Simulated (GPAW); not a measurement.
**Segments of K in an Os chain: a series of junctions**

Aim: how the conductance and the thermopower change along a series of junctions, segments of K in an Os chain.

Method: GPAW LCAO, PAW setups; Landauer transmission from Green's functions with principal layers (ASE), zero bias, in GPAW 26.7.0.

### Step 1. Starting point

The cell holds 15 atoms: 14 Os and 1 K. Its edges and angles: a = 9.000 Å, b = 9.000 Å, c = 35.772 Å, α = 90.0°, β = 90.0°, γ = 90.0°. Regions: left lead, 7 atoms (7 Os); channel, 1 atom (1 K); right lead, 7 atoms (7 Os). Vacuum lies along a and b. The structure is stacked along c, and the current runs across the ab planes.

### Step 2. Member of the series, foreign atoms 1

The structure changes from member to member while basis and functional stay, so that the trend is less open to errors of the level than any single value.

The input, run.py:

```python
import json
import numpy as np
from ase import Atoms
from ase.transport.calculators import TransportCalculator
from gpaw import GPAW, FermiDirac
from gpaw.lcao.tools import get_lcao_hamiltonian
from scipy.linalg import eigh

# The junction with lead layers at both ends, along the third cell vector
device = Atoms(
    ['Os', 'Os', 'Os', 'Os', 'Os', 'Os', 'Os', 'K', 'Os', 'Os', 'Os', 'Os', 'Os', 'Os', 'Os'],
    positions=[
        [4.50000, 4.50000, 1.14000],
        [4.50000, 4.50000, 3.42000],
        [4.50000, 4.50000, 5.70000],
        [4.50000, 4.50000, 7.98000],
        [4.50000, 4.50000, 10.26000],
        [4.50000, 4.50000, 12.54000],
        [4.50000, 4.50000, 14.82000],
        [4.50000, 4.50000, 17.88580],
        [4.50000, 4.50000, 20.95160],
        [4.50000, 4.50000, 23.23160],
        [4.50000, 4.50000, 25.51160],
        [4.50000, 4.50000, 27.79160],
        [4.50000, 4.50000, 30.07160],
        [4.50000, 4.50000, 32.35160],
        [4.50000, 4.50000, 34.63160]],
    cell=[[9.0, 0.0, 0.0], [0.0, 9.0, 0.0], [0.0, 0.0, 35.7716]],
    pbc=True)

# One principal layer of the lead: the first 5 atoms of the device
lead = Atoms(
    ['Os', 'Os', 'Os', 'Os', 'Os'],
    positions=[
        [4.50000, 4.50000, 1.14000],
        [4.50000, 4.50000, 3.42000],
        [4.50000, 4.50000, 5.70000],
        [4.50000, 4.50000, 7.98000],
        [4.50000, 4.50000, 10.26000]],
    cell=[[9.0, 0.0, 0.0], [0.0, 9.0, 0.0], [0.0, 0.0, 11.4]],
    pbc=True)

settings = dict(mode='lcao', basis='dzp', xc='RPBE', h=0.2,
                occupations=FermiDirac(0.1), maxiter=250,
                mixer=dict(beta=0.1, nmaxold=8, weight=100.0),
                convergence=dict(density=0.0001))
energies = np.arange(-3, 3 + 1e-9, 0.075)
eta = 0.0001
n1, n2 = 1, 1
# k and -k transmit alike, so half of the mesh across the current serves
mesh = [(i, j) for i in range(n1) for j in range(n2) if (i, j) <= (-i % n1, -j % n2)]
weights = np.array([1 if (i, j) == (-i % n1, -j % n2) else 2 for i, j in mesh]) / (n1 * n2)

# [... helper functions left out ...]
fermi_lead = ground_state(lead, (1, 1, 10), 'lead.txt')
fermi_device = ground_state(device, (1, 1, 2), 'device.txt')
# [... loop over the mesh left out, but for ...]
        # Shift the lead onto the potential of the device's first layer
        shift = ((H[:, 0, 0] - H0[:, 0, 0]) / S0[0, 0]).real.mean()
# [...]
kT = 8.617333e-5 * 300
bias = [0.1, 0.2, 0.5, 1.0, 1.5, 2.0]
# [... integrals and printing left out ...]
```

On the command line:

```sh
$ OMP_NUM_THREADS=1 OPENBLAS_NUM_THREADS=2 python run.py
```

The runs that follow: junction, 16 atoms: segment atoms = 2; junction, 17 atoms: segment atoms = 3; member of the series, 18 atoms: segment atoms = 4; junction, 19 atoms: segment atoms = 5; member of the series, 20 atoms: segment atoms = 6; side by side; A varied run. Settings of the main run: foreign atoms 1, DZP basis, RPBE, grid spacing 0.2 Å, smearing width 0.1 eV, energies (-3, 3, 0.075) eV, broadening 0.0001 eV, 10 k-points along the leads, period 11.4 Å, temperature 300 K, bias (0.1, 0.2, 0.5, 1, 1.5, 2) V.

What does the calculation give for the conductance, first and last member?

Current over bias at the lowest bias computed gives the conductance there: 15.2 μS, or 0.196 G₀ with G₀ = 2e²/h = 77.5 μS. As the number of foreign atoms goes from 1 to 6, the conductance goes from 0.196 to 0.615 G₀. The conductance alternates from one member to the next.

| Quantity | Value |
| --- | --- |
| conductance, first and last member | 0.196 and 0.615 G₀ |
| largest and smallest | 0.782 and 0.196 G₀ |

The geometry was built from estimated bond lengths and not relaxed, so the numbers describe this model structure. The run had no spin polarisation, so a magnetic state, which chains and small molecules with open shells often have, wasn't tested. Spin-orbit coupling is left out, which matters for the heavy atoms here. An evenly spaced straight chain is an idealisation: free chains tend to dimerise, zigzag or, where a band edge lies near the Fermi level, turn magnetic. The currents use the zero-bias T(E) throughout, which holds only while the bias is small against the distance to the nearest feature. The energy step is wider than the thermal energy, so the conductance and thermopower rest on interpolation of T(E). Within about eight thermal energies of the Fermi level ln T(E) bends sharply from one computed energy to the next, or the lead's channel count changes, so the thermal averages, above all the thermopower, rest on an interpolation that may be rough.

[Logs are printed without paths, hosts, clocks, repeated set-up lines and the standing remarks that a program may print on its own settings, such as how far it seeks lower states.]

[Hosts, paths, dates, database ids (printed as entryN), source tags and the programs' standing remarks are cut or masked in the printed files.]
